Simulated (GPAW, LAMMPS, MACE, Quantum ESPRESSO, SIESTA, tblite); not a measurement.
**Glassy 44SiO2-56MgO (mol %) (83 atoms) in tblite**

Wanted: tblite inputs and outputs for glassy 44SiO2-56MgO (mol %) (83 atoms), checked against a plane-wave reference.

Calculated with tblite 0.8.0; the method is named at each step.

## 1. Starting point

The cell holds 83 atoms: 15 Si, 19 Mg and 49 O. Its edges and angles: a = 10.182 Å, b = 10.182 Å, c = 10.182 Å, α = 90.0°, β = 90.0°, γ = 90.0°. 83 atoms (15 Si, 19 Mg, 49 O) placed at random at 2.56 g/cm³, melted at 4000 K for 10 ps at fixed volume with the Morse and Coulomb pair potential with partial charges (Pedone, Malavasi, Menziani, Cormack and Segre, J. Phys. Chem. B 110, 11780 (2006)). Quenched from 4000 K to 300 K at 30 K/ps and fixed volume, held 10 ps at zero pressure.

The yardstick, on the same geometry:

```
method                                           : Kohn-Sham DFT, PBE, SSSP efficiency 1.3.0 pseudopotentials, plane waves (Quantum ESPRESSO 7.5); sssp-pbe-1.3.0-efficiency, cutoffs 60/480 Ry, Γ point
r.m.s. force component                           : 1.425 eV/Å
longest force                                    : 6.188 eV/Å
pressure                                         : 5.229 GPa
gap (highest filled to lowest empty level) : 3.319 eV
time                                             : 3.9 min on 2 MPI ranks of Arm Neoverse V1, shared host
CPU time                                         : 7.9 min
```

## 2. GFN1-xTB

Method: GFN1-xTB tight binding, diagonalisation.

Input file run.py:

```python
import numpy as np
from ase.io import read
from tblite.ase import TBLite

atoms = read("structure.xyz")
atoms.calc = TBLite(method="GFN1-xTB", electronic_temperature=580, accuracy=1.0, max_iterations=250, mixer_damping=0.4, verbosity=1)
energy = atoms.get_potential_energy()
forces = atoms.get_forces()
print(f"energy {energy:.6f} eV")
print("forces (eV/A)")
for i, (a, f) in enumerate(zip(atoms, forces)):
    print(f"{i:4d} {a.symbol:2s} {f[0]:10.5f} {f[1]:10.5f} {f[2]:10.5f}")
stress = -atoms.get_stress(voigt=False) * 160.21766
print("stress (GPa, compression positive)")
for row in stress:
    print(" ".join(f"{x:10.4f}" for x in row))
print("charges (e)")
print(np.array2string(atoms.get_charges(), precision=4, suppress_small=True, max_line_width=110, threshold=100000))
```

Input file structure.xyz:

```xyz
83
Lattice="10.18214 0.00000 0.00000 0.00000 10.18214 0.00000 0.00000 0.00000 10.18214" Properties=species:S:1:pos:R:3 pbc="T T T"
Si 2.91342 8.88310 9.54637
Si 0.61296 9.48324 1.16677
Si 7.64078 5.89210 8.04175
Si 5.30357 2.21930 7.92130
Si 4.61119 1.01811 0.42225
Si 7.79911 0.83158 3.00180
Si 2.49717 2.90262 7.07750
Si 2.54645 5.09107 4.83244
Si 10.17379 4.58991 1.94204
Si 1.73504 4.73734 9.59942
Si 7.52633 6.09116 4.94068
Si 2.98754 9.37887 4.32303
Si 1.62059 10.02208 7.01448
Si 8.37226 2.92370 7.69841
Si 6.42310 9.78229 7.04156
Mg 9.78921 2.13693 0.52672
Mg 3.99425 3.88062 1.73381
Mg 4.00698 7.60585 6.75534
Mg 7.77193 0.39293 9.96699
Mg 7.32972 3.61405 2.86902
Mg 2.39178 6.95623 1.89612
Mg 9.63556 7.04462 10.17175
Mg 7.15377 5.31844 0.81661
Mg 4.65792 6.30101 9.82882
Mg 6.25428 8.31087 1.46694
Mg 4.71138 1.32918 3.60152
Mg 0.58333 7.42013 4.12886
Mg 9.23754 8.96028 8.18970
Mg 9.07168 0.78148 5.72501
Mg 4.79874 6.13494 3.10229
Mg 8.52327 7.94655 2.82055
Mg 0.86161 1.66661 3.20717
Mg 9.88116 4.13690 5.09412
Mg 6.31232 8.72436 4.64468
O 1.92677 1.39190 7.05816
O 8.68109 7.18279 4.62839
O 0.80785 3.93326 0.57987
O 0.33876 3.64185 3.14486
O 9.18113 2.64573 6.42911
O 2.52293 8.08299 3.70447
O 4.51069 7.27534 1.44169
O 9.09733 1.03624 3.83266
O 5.29634 0.62956 7.50536
O 4.06308 2.85222 7.22545
O 5.72277 4.64020 2.03500
O 7.23512 5.86787 6.43623
O 8.62478 6.99177 8.42613
O 1.02840 6.09595 9.37215
O 2.65326 9.19946 5.99127
O 1.03135 5.64630 4.90535
O 6.37483 6.74882 4.00677
O 4.15258 1.79236 1.75041
O 5.09107 2.14752 9.55176
O 5.82581 10.14212 0.67793
O 1.92646 8.58670 0.67334
O 0.37043 6.10012 1.94051
[... 23 atom lines left out ...]
O 5.77796 8.39843 6.57237
O 0.89104 0.81203 1.31278
O 7.98086 4.71382 4.32222
O 4.59489 9.64839 4.12682
```

Command:

```sh
$ OMP_NUM_THREADS=1 python run.py > output.txt
```

What it wrote:

```text
------------------------------------------------------------
  cycle        total energy    energy error   density error
------------------------------------------------------------
      1     -257.9302018456  -2.5891547E+02   1.1850259E+00
      2     -273.1669320309  -1.5236730E+01   5.8849959E-01
      3     -273.7432090479  -5.7627702E-01   3.8436310E-01
      4     -275.8909760440  -2.1477670E+00   1.0050494E-01
      5     -275.9097253075  -1.8749264E-02   4.9456361E-02
      6     -275.9912801527  -8.1554845E-02   7.9448863E-03
      7     -275.9943429839  -3.0628312E-03   2.7247081E-03
      8     -275.9946555932  -3.1260934E-04   1.2217950E-03
      9     -275.9947107618  -5.5168580E-05   6.1088783E-04
     10     -275.9947206400  -9.8782249E-06   2.0080276E-04
     11     -275.9947206078   3.2205719E-08   1.4814384E-04
     12     -275.9947212481  -6.4033173E-07   6.3775541E-05
     13     -275.9947214096  -1.6143508E-07   9.7700880E-06
------------------------------------------------------------
 total:                                   4.136 sec
energy -7510.198905 eV
forces (eV/A)
   0 Si   -1.23194    0.57504    0.43003
   1 Si   -1.88336   -0.82645   -2.22655
   2 Si   -0.15219   -2.60316   -0.36434
   3 Si    0.84081   -2.03178    1.34533
   4 Si    2.53799    0.24274    2.28633
   5 Si   -0.35679   -0.17396   -2.60214
   6 Si   -1.94212    1.10929   -1.45757
   7 Si    0.85994    1.27313    1.13409
   8 Si   -0.84634   -1.55377   -1.82350
   9 Si   -0.16890   -0.15400    0.78233
  10 Si    0.60906    1.20224   -3.35812
  11 Si    1.93366    4.24551    1.51334
  12 Si   -1.29204   -1.94850   -1.68084
  13 Si    0.18677   -0.01969    2.96099
  14 Si    0.36652   -1.12494   -0.53538
  15 Mg    0.06205    0.32560   -0.32277
  16 Mg   -0.05122   -0.44249   -0.43669
  17 Mg    0.29287   -0.03462   -0.10280
  18 Mg   -0.42906    0.09870    0.13960
  19 Mg   -0.50235   -0.08887    0.18172
  20 Mg    0.19352    0.47241   -0.26047
  21 Mg   -0.07858   -0.13647    0.07459
  22 Mg    0.02127    0.48811   -0.15876
  23 Mg   -0.13272   -0.14484    0.19122
[...]
75 O     1.87199   -0.57469    1.85597
  76 O    -0.42956    0.32472   -0.66080
  77 O     1.04769    0.26712   -1.08284
  78 O    -0.93855    1.63080    0.58717
  79 O    -1.39576   -1.26602   -0.16825
  80 O     0.55379    2.88515    0.33112
  81 O     0.73427   -2.47572   -0.74396
  82 O     0.46743   -0.56655    0.05903
stress (GPa, compression positive)
    7.8493    -0.0099     1.4048
   -0.0099     8.1583     0.2151
    1.4048     0.2151     8.3459
charges (e)
[ 0.4686  0.4316  0.4222  0.4562  0.4288  0.4183  0.4621  0.3988  0.4127  0.4093  0.4044  0.4085  0.4454
  0.412   0.3988  0.8017  0.754   0.7721  0.7882  0.7797  0.757   0.7978  0.7804  0.7544  0.7592  0.8053
  0.7608  0.7865  0.8007  0.7751  0.8092  0.7598  0.7882  0.8224 -0.2186 -0.5141 -0.3396 -0.4743 -0.4472
 -0.4377 -0.6872 -0.4861 -0.2767 -0.217  -0.7261 -0.2263 -0.4511 -0.4479 -0.3098 -0.4662 -0.5181 -0.4645
 -0.2814 -0.4784 -0.3052 -0.4655 -0.2233 -0.4897 -0.5218 -0.4981 -0.4725 -0.4744 -0.289  -0.4312 -0.2908
 -0.4722 -0.4882 -0.2271 -0.4834 -0.2681 -0.5426 -0.4898 -0.2385 -0.5097 -0.7217 -0.4839 -0.5185 -0.5014
 -0.4702 -0.4784 -0.4431 -0.4761 -0.4877]
```

It took 4.8 s on 1 thread of Arm Neoverse V1, shared host; peak memory 0.11 GiB.

Banners, paths, timers and routine set-up lines are dropped from the logs unmarked, and long logs keep their key lines alone; longer cuts are marked.

Against the reference:

```
r.m.s. force component                  : 1.145 eV/Å
r.m.s. difference of force components   : 532.1 meV/Å
longest difference of force vectors     : 2239 meV/Å
force difference over r.m.s. force      : 37.34 %
slope of forces against the reference's : 0.753
correlation of force components         : 0.9373
pressure                                : 8.118 GPa
pressure difference                     : 2.889 GPa
```

Length of the force difference by element (eV/Å):

```csv
element,atoms,mean,most
Mg,19,0.53,0.83
O,49,0.71,1.4
Si,15,1.4,2.2
```

A closer look about Mg19, which has 5 bonded neighbours where the commonest count for Mg is 4: 14 atoms, nearest first, numbered in the order of the input, with positions taken from that point.

```csv
atom,x,y,z,distance (Å),bonds,Mulliken charge (e),Fx,Fy,Fz (eV/Å)
Mg19,0.00,0.00,0.00,0.00,5,0.79,-0.43,0.10,0.14
O76,-0.36,-0.87,-1.70,1.95,3,-0.48,1.87,-0.57,1.86
O77,0.54,0.91,1.70,2.00,3,-0.52,-0.43,0.32,-0.66
O54,-1.95,-0.43,0.89,2.18,3,-0.48,0.59,0.10,0.00
O69,1.12,1.61,-1.06,2.23,3,-0.48,0.19,-0.59,0.99
O71,1.85,-1.30,0.12,2.27,4,-0.54,0.54,-0.38,0.53
Mg16,2.02,1.74,0.74,2.77,4,0.80,0.06,0.33,-0.32
Mg28,1.47,-1.61,-1.78,2.81,4,0.79,-0.25,-0.16,-0.08
Mg25,-1.52,-2.26,1.68,3.20,4,0.76,-0.58,0.59,-0.44
O53,-2.68,1.75,-0.42,3.23,2,-0.28,0.35,1.31,-0.87
Si6,0.03,0.44,3.22,3.25,4,0.42,-0.36,-0.17,-2.60
Si5,-3.16,0.63,0.64,3.28,4,0.43,2.54,0.24,2.29
Si15,-1.35,-0.79,-2.93,3.32,4,0.40,0.37,-1.12,-0.54
O59,-0.40,-1.12,3.11,3.33,4,-0.52,-0.89,-1.50,0.66
```

Atoms are counted from 1 here, from 0 in the log.

Forces lie 37 % from the reference's, at 0.010 times its CPU time (on 1 against 2 cores).

## 3. Outcome

```
force difference from the reference : tblite GFN1-xTB, 37 %
its CPU time                        : 4.8 s
```

**Reading.** Tight binding differs by 37 % (tblite GFN1-xTB); it is another model, with fitted parameters of its own, and the xTB methods hold dispersion. One electronic-structure run takes under half the reference's CPU time: tblite GFN1-xTB, at 37 % in 4.8 s against 7.9 min; its pressure misses by +2.9 GPa. Periodic xTB results under one method name differ between programs and library versions. The reference's pressure holds the uncorrected Pulay stress of its 60 Ry basis, so small pressure differences, and their order, may be the reference's own error. The quench rate of 30 K/ps is many orders above laboratory rates, so the cell is likely richer in defects and strain than a real sample. The network of bonds at the start is that of the classical potential that made the cell, and needn't be the one that DFT or experiment would give. The electronic-structure runs sample only Γ, in a cell whose shortest periodic width is 10 Å.

[Also dropped from logs without a mark: logging warnings of Python, and SIESTA's first energy breakdown and zero terms.]

[Logs are printed without paths, hosts, clocks, repeated set-up lines and the standing remarks that a program may print on its own settings, such as how far it seeks lower states.]

[Hosts, paths, dates, database ids (printed as entryN), source tags and the programs' standing remarks are cut or masked in the printed files.]
